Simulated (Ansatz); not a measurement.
# The stack of Zr2NF2 MXene under 2H-WS2, upper layer turned by 180° under a gate, part 2 of 2

How does the stack of Zr2NF2 MXene under 2H-WS2, upper layer turned by 180° take up charge from its gate?

Ansatz 0.2.0; plane-wave DFT, PBEsol-D3(BJ), Ansatz PAW.

So far. Step 8 (Gated layer, added electrons 6×10¹³ per cm²): Against the uncharged case this takes +3.96 V.

### 9. Gated layer, added electrons -6×10¹³ per cm² (continued)

The density of states has structure finer than the step of the table below, so its rows give means over 0.1 eV, whole bins alone (the curve runs from -3 to 1.99 eV). Peaks (eV: height): -2.59: 6.92, 1.23: 7.17, 1.59: 12.0, 1.68: 12.5, 1.77: 10.3, 1.92: 10.6, 1.96: 11.4.

Table of density of states by energy, zero at the Fermi level; means over each step:

```csv
energy (eV),density of states (states/eV a cell)
-2.9,2.95
-2.8,4.09
-2.7,3.48
-2.6,5.15
-2.5,4.07
-2.4,3.59
-2.3,3.40
-2.2,3.15
-2.1,2.92
-2.0,2.99
-1.9,3.62
-1.8,3.30
-1.7,2.06
-1.6,2.48
-1.5,4.04
-1.4,4.35
-1.3,3.19
-1.2,2.61
-1.1,2.34
-1.0,1.86
-0.9,1.63
-0.8,2.12
-0.7,1.96
-0.6,2.18
-0.5,1.45
-0.4,1.44
-0.3,1.77
-0.2,1.49
-0.1,1.25
0.0,1.16
0.1,1.11
0.2,1.15
0.3,1.02
0.4,0.988
0.5,0.971
0.6,0.962
0.7,0.944
0.8,0.945
0.9,0.952
1.0,1.00
1.1,1.10
1.2,2.64
1.3,1.91
1.4,1.12
1.5,5.38
1.6,9.44
1.7,8.26
1.8,6.34
1.9,9.01
```

Against the uncharged case this takes -5.17 V.

### 10. The series together

This step: plane-wave DFT, PBEsol-D3(BJ), Ansatz PAW; charging by gates (Ansatz 0.2.0).

The potential behind each gate is read from every run and counted from the uncharged case.

Voltage on the gate against the layer's Fermi level, from the uncharged case. Gate voltage against added electrons:

```csv
added electrons (10¹³ per cm²),gate voltage (V)
-6.00,-5.17
-2.00,-1.56
-0.50,-0.355
0.00,0
0.50,0.348
2.00,1.37
6.00,3.96
```

Charge step over voltage step between neighbouring densities. The total capacitance by added electrons:

```csv
added electrons (10¹³ per cm²),total capacitance (µF/cm²)
-4.00,1.77
-1.25,2.00
-0.25,2.26
0.25,2.30
1.25,2.36
4.00,2.47
```

Work function of the face away from the gate. Table of work function of the far face by added electrons:

```csv
added electrons (1e13 /cm²),work function of the far face (eV)
-6.00,3.69
-2.00,3.68
-0.50,3.67
0.00,3.67
0.50,3.67
2.00,3.67
6.00,3.67
```

By hand: 10¹³ electrons per cm² are 0.001 e/Å², which by Gauss's law end a field of 0.181 V/Å. At 6×10¹³ holes per cm² the field towards a gate is 1.086 V/Å, which over the 4.5 Å from the outer atoms would drop 4.89 V; the run needs 5.17 V.

### 11. A changed input: scf.lower_state_search = "off" and basis.xc_grid = 2

This step: plane-wave DFT, PBEsol-D3(BJ), Ansatz PAW (Ansatz 0.2.0).

A run with a changed input: it repeats the earlier run at 0.5 × 10¹³ added electrons per cm² with scf.lower_state_search to off and basis.xc_grid to 2.

File input.yaml:

```yaml
crystal:
  lattice:
    - [3.1673517345, 0.0, 0.0]
    - [-1.5836758673, 2.7430070648, 0.0]
    - [0.0, 0.0, 51.7203331182]
  atoms:
    - { symbol: F, position: [0.3333333333, 0.6666666667, 0.3963624896] }
    - { symbol: Zr, position: [0.6666666667, 0.3333333333, 0.4225166411] }
    - { symbol: "N", position: [0.0, 0.0, 0.4459431319] }
    - { symbol: Zr, position: [0.3333333333, 0.6666666667, 0.4693372963] }
    - { symbol: F, position: [0.6666666667, 0.3333333333, 0.4950258007] }
    - { symbol: S, position: [0.0, 0.0, 0.5436178641] }
    - { symbol: W, position: [0.3333333333, 0.6666666667, 0.573561896] }
    - { symbol: S, position: [0.0, 0.0, 0.6036375104] }
  periodic: [true, true, false]
  symmetry: { detect: true }
total_charge: -0.004344
kpoints:
  mp_grid: { grid: [42, 42, 1] }
hamiltonian:
  xc: pbesol
  dispersion: d3bj
scf:
  occupations: { method: fermi_dirac, width: 0.05 }
  convergence: { dr2_threshold: 1.0e-10 }
  lower_state_search: "off"
output:
  forces: true
  eigenvalues: true
  write_potential: true
  write_density: true
  volumetric_format: npy
external_charges:
  - { charge: 0, barrier: 10, axis: 3, height: 34.22, sigma: 0.25 }
  - { charge: 0.004344, axis: 3, height: 35.72, sigma: 0.42 }
basis:
  xc_grid: 2
```

Command:

```
$ ansatz run input.yaml --threads 4 --pin off --max-ram 12288MiB --backend cpu --events-out ev --progress --plain --runs-dir out
```

The job ended after 2 min (4 threads of Intel Xeon 6975P-C (Granite Rapids), shared host; peak memory 2.4 GiB; 7.8 min of CPU time).

This step gave:

```
energy at zero smearing                                                             : -22274.9150 eV
potential beyond the upper barrier and gate, less the barrier, from the Fermi level : 3.549 eV
```

Force by atom:

```csv
atom,x (eV/Å),y (eV/Å),z (eV/Å),size
F1,0.000,0.000,-0.006,0.006
Zr2,0.000,0.000,0.106,0.106
N3,0.000,0.000,-0.002,0.002
Zr4,0.000,0.000,-0.132,0.132
F5,0.000,0.000,0.035,0.035
S6,0.000,0.000,-0.006,0.006
W7,0.000,0.000,0.002,0.002
S8,0.000,0.000,-0.016,0.016
```

```csv
quantity,this run,earlier run,difference
"potential beyond the upper barrier and gate, less the barrier, from the Fermi level (eV)",3.549,3.549,0
```

Nothing in the table moves by 0.01 in its unit.

### 12. A changed input

This step: plane-wave DFT, PBEsol-D3(BJ), Ansatz PAW, but for the change named below (Ansatz 0.2.0).

Another changed input: it repeats the earlier run at 0.5 × 10¹³ added electrons per cm² with hamiltonian.xc from pbesol to r2scan and scf.convergence.dr2_threshold from 1e-10 to 1e-05.

input.yaml: that of step 11 with these lines changed.

```diff
@@ -20,3 +20,3 @@
 hamiltonian:
-  xc: pbesol
+  xc: r2scan
   dispersion: d3bj
@@ -24,4 +24,3 @@
   occupations: { method: fermi_dirac, width: 0.05 }
-  convergence: { dr2_threshold: 1.0e-10 }
-  lower_state_search: "off"
+  convergence: { dr2_threshold: 1.0e-05 }
 output:
@@ -35,3 +34 @@
   - { charge: 0.004344, axis: 3, height: 35.72, sigma: 0.42 }
-basis:
-  xc_grid: 2
```

It took 2.6 min on 4 threads; peak memory 3.9 GiB.

```csv
quantity,this run,earlier run,difference
"potential beyond the upper barrier and gate, less the barrier, from the Fermi level (eV)",3.559,3.549,0.010
```

It moves by +0.0101 eV.

The change shows in the results, which are not taken further.

### 13. Outcome

```json
{"gap with uncharged gates": "none", "gate voltage at 6×10¹³ holes per cm²": "-5.17 V", "gate voltage at 6×10¹³ electrons per cm²": "+3.96 V", "total capacitance near 4×10¹³ holes per cm²": "1.77 µF/cm²"}
```

Putting 6×10¹³ holes per cm² on the layer takes -5.17 V on the gate; how far the Fermi level moves against the bands is taken for single layers without spin and with an even electron count alone. Plates 4.5 Å apart would give 1.97 µF/cm² in vacuum; the computed total runs from 1.8 to 2.47 µF/cm². A value over that of the plates means that the screening charge has its centre outside the outer atoms; a low density of states works the other way. Few carriers sample few k-points, so the slopes at the lowest densities depend on the mesh and on the temperature. The gates are charged sheets behind model barriers, not atoms. The first relaxation ran with spin and lost its moment, and the later runs have none; other magnetic states were not tried. Spin-orbit coupling is left out, which matters for the bands of elements this heavy. The MXene's terminations sit over the metal atoms of its far layer; the site over carbon or nitrogen, which some compounds prefer, was not run. With this functional, D3(BJ) tends to leave the relaxed cell short of measured lattice constants, by some per cent.

[Logs are printed without paths, hosts, clocks, repeated set-up lines and the standing remarks that a program may print on its own settings, such as how far it seeks lower states.]

[Hosts, paths, dates, database ids (printed as entryN), source tags and the programs' standing remarks are cut or masked in the printed files.]

[Maps of the electrostatic potential energy from Ansatz leave out the sawtooth potential of an applied field or a dipole correction, so their vacuum need not be flat; planar profiles and work functions include it.]

[The density of states shown here was stored with 400 of the rows of the run's finer table, so its peaks can read low, often by over a quarter, or be missed, and its means over a window can be off by a tenth or more.]
